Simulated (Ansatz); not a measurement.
# YBRh3 (Pm-3m): from the cell to its phonons

Wanted: phonon frequencies of YBRh3 (Pm-3m) and what follows from them.

Method: DFT PBEsol, scalar-relativistic, plane waves, PAW; PAW set soft_1, in Ansatz 0.2.0.

Most raw output is cut from this account.

## (1) Set-up

The structure is cubic, space group Pm-3m (No. 221). Conventional cell: a = 4.164 Å, b = 4.164 Å, c = 4.164 Å, α = 90.00°, β = 90.00°, γ = 90.00°. Nearest to Y lie 12 Rh at 2.94 Å and 8 B at 3.61 Å. B has 6 Rh at 2.08 Å and 8 Y at 3.61 Å nearest. Nearest to Rh lie 2 B at 2.08 Å and 8 Rh at 2.94 Å and 4 Y at 2.94 Å. Farther neighbours are not listed.

## (2) Relaxation

Harmonic phonons are second derivatives at a point where the forces vanish, and they are wanted at zero stress, so atoms and cell are relaxed first.

input.yaml reads:

```yaml
crystal:
  lattice:
    - [4.1641, 0.0, 0.0]
    - [0.0, 4.1641, 0.0]
    - [0.0, 0.0, 4.1641]
  atoms:
    - { symbol: "Y", position: [0.0, 0.0, 0.0] }
    - { symbol: B, position: [0.5, 0.5, 0.5] }
    - { symbol: Rh, position: [0.0, 0.5, 0.5] }
    - { symbol: Rh, position: [0.5, 0.0, 0.5] }
    - { symbol: Rh, position: [0.5, 0.5, 0.0] }
kpoints:
  mp_grid: { grid: [8, 8, 8] }
hamiltonian:
  xc: pbesol
  pseudopotentials: { kind: paw, azcp: { folder: soft_1 }, xc_functional: pbe }
scf:
  occupations: { method: gaussian, width: 0.1 }
output:
  forces: true
  stress: true
  eigenvalues: true
  write_density: true
  write_potential: true
  elf: true
  volumetric_format: npy
relax:
  adjacent_minimum: "off"
  f_tol: 0.005
  max_steps: 80
  cell: { stress_tol: 0.05 }
```

Run with:

```console
$ ansatz run input.yaml --threads 4 --pin off --max-ram 10240MiB --backend cpu --events-out ev --progress --plain --runs-dir out
```

Wall time 7.3 s (4 threads of Arm Neoverse V1, shared host); peak memory 0.45 GiB; 27 s of CPU time.

The steps of the relaxation:

| step | energy less that of the first step (eV) | largest force component (eV/Å) | pressure (GPa) | volume (Å³) |
| --- | --- | --- | --- | --- |
| 1 | 0.0000 | 0.0000 | -2.07 | 72.20 |
| 2 | -0.0045 | 0.0000 | 0.98 | 71.11 |
| 3 | -0.0053 | 0.0000 | -0.02 | 71.46 |
| 4* | -0.0049 | 0.0000 | -0.02 | 71.46 |

Relaxation steps marked * repeat the geometry before them on a plane-wave basis chosen anew for their cell, so energy and pressure can jump there.

The run keeps the 48 symmetry operations that it works with, so distortions that break them were not tested.

| conventional cell, symmetrised | before | after | change |
| --- | --- | --- | --- |
| a (Å) | 4.164 | 4.150 | -0.3 % |
| b (Å) | 4.164 | 4.150 | -0.3 % |
| c (Å) | 4.164 | 4.150 | -0.3 % |
| volume (Å³/atom) | 14.44 | 14.29 | -1.0 % |

The relaxed structure:

```
Y B Rh
1.0
     4.14966    0.00000    0.00000
     0.00000    4.14966    0.00000
     0.00000    0.00000    4.14966
Y B Rh
1 1 3
Cartesian
  0.0000 0.0000 0.0000
  2.0748 2.0748 2.0748
  0.0000 2.0748 2.0748
  2.0748 0.0000 2.0748
  2.0748 2.0748 0.0000
```

This step gave:

| Property | Result |
| --- | --- |
| pressure | -0.02050 GPa |
| volume per atom | 14.29 Å³ |
| gap on the k-mesh | 0 eV |

Valence density in the ac plane at fractional y = 0.500, with atoms of B and Rh within 0.2 Å of it. It is the smooth field of the valence electrons, not physical close to the nuclei.

Ten even steps from '_' (0 e/Å³) to '@' (13 e/Å³), each cell a mean:
```
__________--##%%++::________
__________..--==--..________
______________..____________
____________________________
--::____________________..::
**++..__________________--++
@@##::________________..==%%
%%**::__________________--##
==::____________________..--
..__________________________
____________________________
____________::::..__________
__________::**##++::________
________..==%%@@**--________
```
Columns run along a (4.1 Å), rows up along c (4.1 Å). Atoms in or near the plane, at fractional coordinates: B at (0.50, 0.50), Rh at (0.00, 0.50), Rh at (0.50, 0.00).

ELF in the ac plane at fractional y = 0.500, with atoms of B and Rh within 0.2 Å of it. It is the smooth field of the valence electrons, not physical close to the nuclei.

Ten even steps from '0' (0.00) to '9' (0.75), each cell a mean:
```
33335799863333
33333588753333
33333345433333
43334445444333
76435777774356
98636742574478
99746600275589
99646720474489
87436776774357
54335666654335
33333344333333
33333467643333
33334799863333
33335899974333
```
Columns run along a (4.1 Å), rows up along c (4.1 Å). Atoms in or near the plane, at fractional coordinates: B at (0.50, 0.50), Rh at (0.00, 0.50), Rh at (0.50, 0.00).

Electrostatic potential energy in the ac plane at fractional y = 0.500, with atoms of B and Rh within 0.2 Å of it. With pseudopotentials it is smooth inside the atoms' cores, unlike the true potential.

Values in eV, 14 rows by 14 columns, each cell a mean:
```
 21  21  20  16  -6 -33 -55 -58 -49 -27   6  17  21  21
 21  21  20  18   5 -17 -38 -43 -32 -11  12  18  20  21
 17  18  19  19  15   8  -5  -8  -1  10  17  19  18  17
  3   8  15  18  18  15  10   9  12  16  18  17  12   6
-32 -24  -2  12  16  12   1  -2   6  13  16  10 -11 -27
-54 -46 -20   5  12   1 -18 -22 -12   6  12  -1 -32 -49
-60 -56 -30  -2   9  -8 -25 -24 -22  -2   9  -8 -43 -58
-60 -52 -26   1  10  -4 -23 -25 -18   1  10  -5 -38 -55
-38 -30  -7  11  15  10  -4  -8   1  12  15   8 -17 -33
-10  -3  10  16  17  15  10   9  12  16  18  15   5  -6
 15  16  18  19  16  11   1  -2   5  12  18  19  18  16
 20  20  20  18  10  -7 -26 -30 -20  -2  15  19  20  20
 21  21  20  16  -3 -30 -52 -56 -46 -24   8  18  21  21
 21  21  20  15 -10 -38 -60 -60 -54 -32   3  17  21  21
```
Columns run along a (4.1 Å; values clipped at the 3rd and 97th percentile), rows up along c (4.1 Å). Atoms in or near the plane, at fractional coordinates: B at (0.50, 0.50), Rh at (0.00, 0.50), Rh at (0.50, 0.00).

In this step the volume went from 14.44 to 14.29 Å³/atom.

## (3) Tight relaxation

Phonons need a cell at rest on their own settings, so the relaxation is repeated with tight tolerances on forces and stress, using the mesh and the filling of the phonon run that follows.

input.yaml reads:

```yaml
crystal:
  lattice:
    - [4.1496608664, 0.0, 0.0]
    - [0.0, 4.1496608664, 0.0]
    - [0.0, 0.0, 4.1496608664]
  atoms:
    - { symbol: "Y", position: [0.0, 0.0, 0.0] }
    - { symbol: B, position: [0.5, 0.5, 0.5] }
    - { symbol: Rh, position: [0.0, 0.5, 0.5] }
    - { symbol: Rh, position: [0.5, 0.0, 0.5] }
    - { symbol: Rh, position: [0.5, 0.5, 0.0] }
kpoints:
  mp_grid: { grid: [8, 8, 8] }
hamiltonian:
  xc: pbesol
  pseudopotentials: { kind: paw, azcp: { folder: soft_1 }, xc_functional: pbe }
scf:
  occupations: { method: methfessel_paxton, width: 0.2 }
output:
  forces: true
  stress: true
  eigenvalues: true
relax:
  adjacent_minimum: "off"
  f_tol: 0.001
  max_steps: 60
  cell: { stress_tol: 0.01 }
```

The job ended after 6 s (4 threads; peak memory 0.45 GiB).

Little changed from the start: no atom moved by 0.005 Å and no cell edge by 0.1 %.

Numbers from this step:

```yaml
pressure: 1.85e-4 GPa
```

The forces vanish by symmetry and the pressure is 0.000 GPa, within the tolerances set. The cell now holds 14.29 Å³/atom.

## (4) Modes at Γ

The zone centre comes first: it holds the modes that light can see, as far as symmetry allows. No field response is asked, since the mesh shows no gap.

input.yaml, the sections that differ from step 3:

```yaml
crystal:
  lattice:
    - [4.1494386865, 0.0, 0.0]
    - [0.0, 4.1494386865, 0.0]
    - [0.0, 0.0, 4.1494386865]
  atoms:
    - { symbol: "Y", position: [0.0, 0.0, 0.0] }
    - { symbol: B, position: [0.5, 0.5, 0.5] }
    - { symbol: Rh, position: [0.0, 0.5, 0.5] }
    - { symbol: Rh, position: [0.5, 0.0, 0.5] }
    - { symbol: Rh, position: [0.5, 0.5, 0.0] }
output:
  eigenvalues: true
phonons:
  method: dfpt
# kpoints, hamiltonian, scf: as in step 3
# relax: removed
```

Run time: 56 s. Hardware: 4 threads; peak memory 1.3 GiB; 3.5 min of CPU time.

This step gave:

```yaml
sum_rule_residual_before_enforcement: 1.51e-5 eV/Å²
point_group: m-3m
highest_optical_mode_at_the_zone_centre_no_lo_to_term: 539.1 cm⁻¹
lowest_optical_zone_centre_mode: 114.6 cm⁻¹
```

Patterns of degenerate modes are one choice out of their space. Modes at Γ, with each element's share of the kinetic energy:

```
mode  frequency (cm⁻¹)  symmetry  Y %  B %  Rh %
   1               0.0  acoustic   22    3    76
   2               0.0  acoustic   22    3    76
   3               0.0  acoustic   22    3    76
   4             114.6       T1u   13   11    76
   5             114.6       T1u   13   11    76
   6             114.6       T1u   13   11    76
   7             151.6       T2u    0    0   100
   8             151.6       T2u    0    0   100
   9             151.6       T2u    0    0   100
  10             182.1       T1u   66    0    34
  11             182.1       T1u   66    0    34
  12             182.1       T1u   66    0    34
  13             539.1       T1u    0   86    14
  14             539.1       T1u    0   86    14
  15             539.1       T1u    0   86    14
```

Displacements in mode 6 (114.6 cm⁻¹), the largest set to 1:
```
Y1  -0.38 -0.02  0.33
B2   1.00  0.05 -0.87
Rh3  0.77 -0.01  0.24
Rh4 -0.27  0.04  0.24
Rh5 -0.27 -0.01 -0.67
```

Displacements in mode 15 (539.1 cm⁻¹), the largest set to 1:
```
Y1   0.00  0.00  0.00
B2   0.00 -0.06  1.00
Rh3  0.00  0.00  0.01
Rh4  0.00  0.01  0.01
Rh5  0.00  0.00 -0.13
```

Before it was imposed, the acoustic sum rule was missed by 1.5e-5 eV/Å². Small misses are needed for a sound result but don't prove that mesh and cutoff are converged. The lowest optical mode is real, 115 cm⁻¹.

## (5) The dispersion

Stability and thermal properties need the whole zone. Linear response on a 4×4×4 q mesh gives force constants as far as a supercell of that size would.

input.yaml, as its differences from that of step 4:

```diff
@@ -22 +22,8 @@
   method: dfpt
+  qmesh: [4, 4, 4]
+  temperatures: { t_max: 1000, t_step: 50 }
+  qpath:
+    path:
+      - [[0.0, 0.0, 0.0], [0.0, 0.5, 0.0], [0.5, 0.5, 0.0], [0.0, 0.0, 0.0], [0.5, 0.5, 0.5], [0.0, 0.5, 0.0]]
+      - [[0.5, 0.5, 0.5], [0.5, 0.5, 0.0]]
+    npoints: 10
```

Elapsed: 24 min, on 4 threads; peak memory 3.2 GiB.

This step gave:

| Property | Result |
| --- | --- |
| sum-rule residual before enforcement | 1.48e-5 eV/Å² |
| lowest frequency on the path | 0 cm⁻¹ |
| highest frequency on the path or at a solved wavevector | 658.5 cm⁻¹ |
| mean frequency | 240.9 cm⁻¹ |
| Debye temperature (second moment) | 563 K |
| logarithmic mean frequency | 192.6 cm⁻¹ |
| lowest mode on the q mesh (acoustic modes at Γ apart) | 54.18 cm⁻¹ |
| zero-point energy per atom | 44.79 meV |
| heat capacity at 300 K | 21.66 J/(mol atoms K) |
| vibrational entropy at 300 K | 28.81 J/(mol atoms K) |
| edges of the widest gap between branches, on path and mesh | 276.6, 539.1 cm⁻¹ |

Frequencies (cm⁻¹) solved at each irreducible wavevector; negative means imaginary. Frequencies by wavevector, by row:

```
q in reciprocal lattice units  star  mode 1  mode 2  mode 3  mode 4  mode 13  mode 14  mode 15
                        0 0 0     1       0       0       0   114.6    539.1    539.1    539.1
                     0 0 0.25     6    54.2    54.2    99.7   118.3    540.3    540.3    599.5
                     0 0 -0.5     3    96.8    96.8   102.9   102.9    541.5    541.5    655.9
                  0 0.25 0.25    12    74.5    76.3   122.2   128.3    540.6      596    604.3
                  0 0.25 -0.5    12   101.3     102   117.6   119.5    541.2    601.8    656.7
                  0 -0.5 -0.5     3   109.2   109.2   113.1   119.3    541.2    656.6    656.6
               0.25 0.25 0.25     8    87.9    87.9   140.2   140.6    597.3    597.3    608.3
               0.25 0.25 -0.5    12   104.6     114   114.6   131.7    598.7    606.3    656.9
               0.25 -0.5 -0.5     6   107.1   107.1   122.2   122.5    602.5    658.1    658.1
               -0.5 -0.5 -0.5     1   102.8   102.8   102.8   122.6    658.5    658.5    658.5
```

Interpolated from a 4×4×4 q mesh. Phonon branches along the path, in cm⁻¹:

| point | branch 1 | branch 2 | branch 3 | branch 4 | branch 12 | branch 13 | branch 14 | branch 15 |
| --- | --- | --- | --- | --- | --- | --- | --- | --- |
| Γ | 0 | 0 | 0 | 115 | 182 | 539 | 539 | 539 |
| halfway | 54 | 54 | 100 | 118 | 195 | 540 | 540 | 600 |
| X | 97 | 97 | 103 | 103 | 224 | 542 | 542 | 656 |
| halfway | 101 | 102 | 118 | 120 | 236 | 541 | 602 | 657 |
| M | 109 | 109 | 113 | 119 | 258 | 541 | 657 | 657 |
| halfway | 74 | 76 | 122 | 128 | 206 | 541 | 596 | 604 |
| Γ | 0 | 0 | 0 | 115 | 182 | 539 | 539 | 539 |
| halfway | 88 | 88 | 140 | 141 | 216 | 597 | 597 | 608 |
| R | 103 | 103 | 103 | 123 | 277 | 658 | 658 | 658 |
| halfway | 105 | 114 | 115 | 132 | 244 | 599 | 606 | 657 |
| X | 97 | 97 | 103 | 103 | 224 | 542 | 542 | 656 |
| jump to R | 103 | 103 | 103 | 123 | 277 | 658 | 658 | 658 |
| halfway | 107 | 107 | 122 | 122 | 262 | 602 | 658 | 658 |
| M | 109 | 109 | 113 | 119 | 258 | 541 | 657 | 657 |

Tetrahedra on a 16×16×16 mesh, mean over bins of 10 cm-1. Interpolated from a 4×4×4 q mesh. The phonon density of states by wavenumber; read off at these points:

```
wavenumber (cm⁻¹)  phonon density of states (1/cm⁻¹/cell)
                5                                  3.0e-5
               25                                  9.9e-4
               45                                 0.00427
               55                                 0.00716
               75                                  0.0176
               95                                  0.0478
              105                                  0.0808
              115                                  0.0533
              125                                  0.0977
              145                                   0.145
              165                                  0.0601
              185                                   0.202
              195                                  0.0296
              215                                  0.0106
              235                                  0.0163
              255                                  0.0133
              265                                 0.00445
              285                                       0
              305                                       0
              325                                       0
              335                                       0
              355                                       0
              375                                       0
              395                                       0
              405                                       0
              425                                       0
              445                                       0
              465                                       0
              475                                       0
              495                                       0
              515                                       0
              535                                 0.00122
              545                                  0.0500
              565                                  0.0185
              585                                   0.016
              605                                  0.0171
              615                                  0.0163
              635                                  0.0201
              655                                  0.0483
```

The partial phonon density of states has structure finer than the step of the table below, so its rows give means over 25 cm⁻¹, whole bins alone (the curve runs from -10 to 687 cm⁻¹). Peaks (cm⁻¹: height): B 546.8: 0.0393, 568.7: 0.0306, 595.0: 0.0314, 621.3: 0.0333, 652.0: 0.0378; Rh 147.8: 0.136, 182.9: 0.0843; Y 104.0: 0.0214, 182.9: 0.108.

Phonopy on the run's constants, 13x13x13 mesh, Gaussian sigma 5.0 cm-1. Interpolated from a 4×4×4 q mesh. The partial phonon density of states by wavenumber; means over each step; values in 1/cm⁻¹/cell:

| wavenumber (cm⁻¹) | B | Rh | Y |
| --- | --- | --- | --- |
| 25 | 3.1e-5 | 9.6e-4 | 2.8e-4 |
| 50 | 1.2e-4 | 0.00460 | 0.00138 |
| 75 | 3.0e-4 | 0.0143 | 0.00445 |
| 100 | 7.8e-4 | 0.0416 | 0.0157 |
| 125 | 0.00190 | 0.0746 | 0.0129 |
| 150 | 0.00162 | 0.102 | 0.00811 |
| 175 | 0.00107 | 0.0618 | 0.0677 |
| 200 | 3.9e-4 | 0.0234 | 0.00947 |
| 225 | 3.3e-4 | 0.0148 | 9.5e-5 |
| 250 | 2.0e-4 | 0.0130 | 2.0e-5 |
| 275 | 1.9e-5 | 0.00210 | 0 |
| 300 | 0 | 2.3e-6 | 0 |
| 325 | 0 | 0 | 0 |
| 350 | 0 | 0 | 0 |
| 375 | 0 | 0 | 0 |
| 400 | 0 | 0 | 0 |
| 425 | 0 | 0 | 0 |
| 450 | 0 | 0 | 0 |
| 475 | 0 | 0 | 0 |
| 500 | 0 | 0 | 0 |
| 525 | 0.00279 | 4.1e-4 | 0 |
| 550 | 0.0252 | 0.00331 | 5.2e-7 |
| 575 | 0.0157 | 0.00141 | 6.1e-6 |
| 600 | 0.0159 | 8.9e-4 | 1.0e-5 |
| 625 | 0.0196 | 5.1e-4 | 1.6e-5 |
| 650 | 0.0320 | 1.9e-4 | 2.6e-5 |

Harmonic thermodynamic functions per atom, from the density of states. Interpolated from a 4×4×4 q mesh. Thermodynamic functions, by row:

```
T (K)  F_vib (meV/atom)  S (J/mol-atom/K)  C_V (J/mol-atom/K)
    0             44.79                 0                   0
   50             44.52             2.149               5.719
  100             41.69             8.928               13.68
  200             26.09             20.48               19.29
  300              0.34             28.81               21.66
  400            -32.98             35.23               22.87
  500            -72.26             40.41               23.53
  600            -116.5             44.74               23.93
  700            -164.8             48.45               24.18
  800            -216.7             51.69               24.35
  900            -271.8             54.56               24.47
 1000            -329.7             57.15               24.56
```

Harmonic mean-square displacement, third of the trace. Interpolated from a 4×4×4 q mesh. Mean square displacements, by row:

```csv
T (K),Y1 U_eq (Å²),B2 U_eq (Å²),Rh3 U_eq (Å²),Rh4 U_eq (Å²),Rh5 U_eq (Å²)
0,0.00132,0.00313,0.00119,0.00119,0.00119
100,0.00191,0.00351,0.00176,0.00176,0.00176
300,0.00463,0.00539,0.00432,0.00432,0.00432
600,0.00904,0.00916,0.00844,0.00844,0.00844
```

Symmetry leaves 10 wavevectors to solve. The lowest mode among them, the acoustic zeros apart, lies at q = (0, 0, 0.25) and is real, 54.2 cm⁻¹.

## (6) Another isotope

An isotope changes the mass and not the force constants, so no new electronic calculation is needed; the shifts show which modes move this element.

The same force constants with the mass of B changed from 10.810 to 10.013 u (phonopy, no LO-TO term). Both lists are sorted by frequency; levels can cross, so a row need not hold one and the same mode. Modes under 3 cm⁻¹ are left out. Isotope shifts, by row, the first 40 of 57 rows:

```csv
q,rank,natural mass (cm⁻¹),changed mass (cm⁻¹)
0 0 0,4,114.6,115
0 0 0,5,114.6,115
0 0 0,6,114.6,115
0 0 0,7,151.6,151.6
0 0 0,8,151.6,151.6
0 0 0,9,151.6,151.6
0 0 0,10,182.1,182.1
0 0 0,11,182.1,182.1
0 0 0,12,182.1,182.1
0 0 0,13,539.1,557.3
0 0 0,14,539.1,557.3
0 0 0,15,539.1,557.3
0 0 0.25,1,54.18,54.25
0 0 0.25,2,54.18,54.25
0 0 0.25,3,99.74,99.74
0 0 0.25,4,118.3,118.7
0 0 0.25,5,118.3,118.7
0 0 0.25,6,150,150
0 0 0.25,7,150,150
0 0 0.25,8,160.3,160.3
0 0 0.25,9,177.2,177.3
0 0 0.25,10,179.7,179.7
0 0 0.25,11,179.7,179.7
0 0 0.25,12,194.6,194.8
0 0 0.25,13,540.3,558.7
0 0 0.25,14,540.3,558.7
0 0 0.25,15,599.5,621.8
0 0 -0.5,1,96.84,97.17
0 0 -0.5,2,96.84,97.17
0 0 -0.5,3,102.9,102.9
0 0 -0.5,4,102.9,102.9
0 0 -0.5,5,144.1,144.1
0 0 -0.5,6,147.6,147.7
0 0 -0.5,7,147.6,147.7
0 0 -0.5,8,160.7,160.7
0 0 -0.5,9,175.9,175.9
0 0 -0.5,10,175.9,175.9
0 0 -0.5,11,177.9,177.9
0 0 -0.5,12,224.2,224.2
0 0 -0.5,13,541.5,560
```

A mode of this element alone would shift by +3.90 %. The highest zone-centre frequency without the field goes from 539.1 to 557.3 cm⁻¹ (+3.4 %). The product of the frequency ratios over all optical modes at Γ is 1.118; the product rule, (m/m′)^(3k/2) (M′/M)^(3/2) with k = 1 such atoms and M the mass of the cell, gives 1.118.

## (7) Outcome

| Item | Value |
| --- | --- |
| space group after relaxation (within 0.01 Å) | Pm-3m |
| volume per atom | 14.3 Å³ |
| electronic character | no gap on this mesh |
| highest optical mode at the zone centre (no LO-TO term) | 539 cm⁻¹ |
| lowest optical zone-centre mode | 115 cm⁻¹ |
| lowest mode on the q mesh (acoustic modes at Γ apart) | 54.2 cm⁻¹ |
| highest frequency on the path or at a solved wavevector | 659 cm⁻¹ |
| zero-point energy per atom | 44.8 meV |
| heat capacity at 300 K | 21.7 J/(mol atoms K) |
| vibrational entropy at 300 K | 28.8 J/(mol atoms K) |
| Debye temperature (second moment) | 563 K |
| imaginary modes on the 4×4×4 q mesh | none |

**Reading.** The structure is a minimum as far as tested: no mode is imaginary at the 10 irreducible wavevectors of the 4×4×4 mesh, and the softest away from the acoustic zeros lies at 54 cm⁻¹. The optical modes at Γ span 115 to 539 cm⁻¹. The highest mode in this list at Γ, 539.1 cm⁻¹, is mostly motion of B (86 % of the kinetic energy). On the path and the mesh, the widest gap between branches runs from 277 to 539 cm⁻¹. With no gap, or one that is small against the smearing, the frequencies hang on the k mesh and the smearing, most of all near Kohn anomalies. The phonon runs are without spin polarisation, although the cell has an odd electron count. The PAW files were made for PBE and serve the other functionals too. These are harmonic frequencies at zero temperature: anharmonic shifts, linewidths and thermal expansion are left out.

[Logs are printed without paths, hosts, clocks, repeated set-up lines and the standing remarks that a program may print on its own settings, such as how far it seeks lower states.]

[Hosts, paths, dates, database ids (printed as entryN), source tags and the programs' standing remarks are cut or masked in the printed files.]
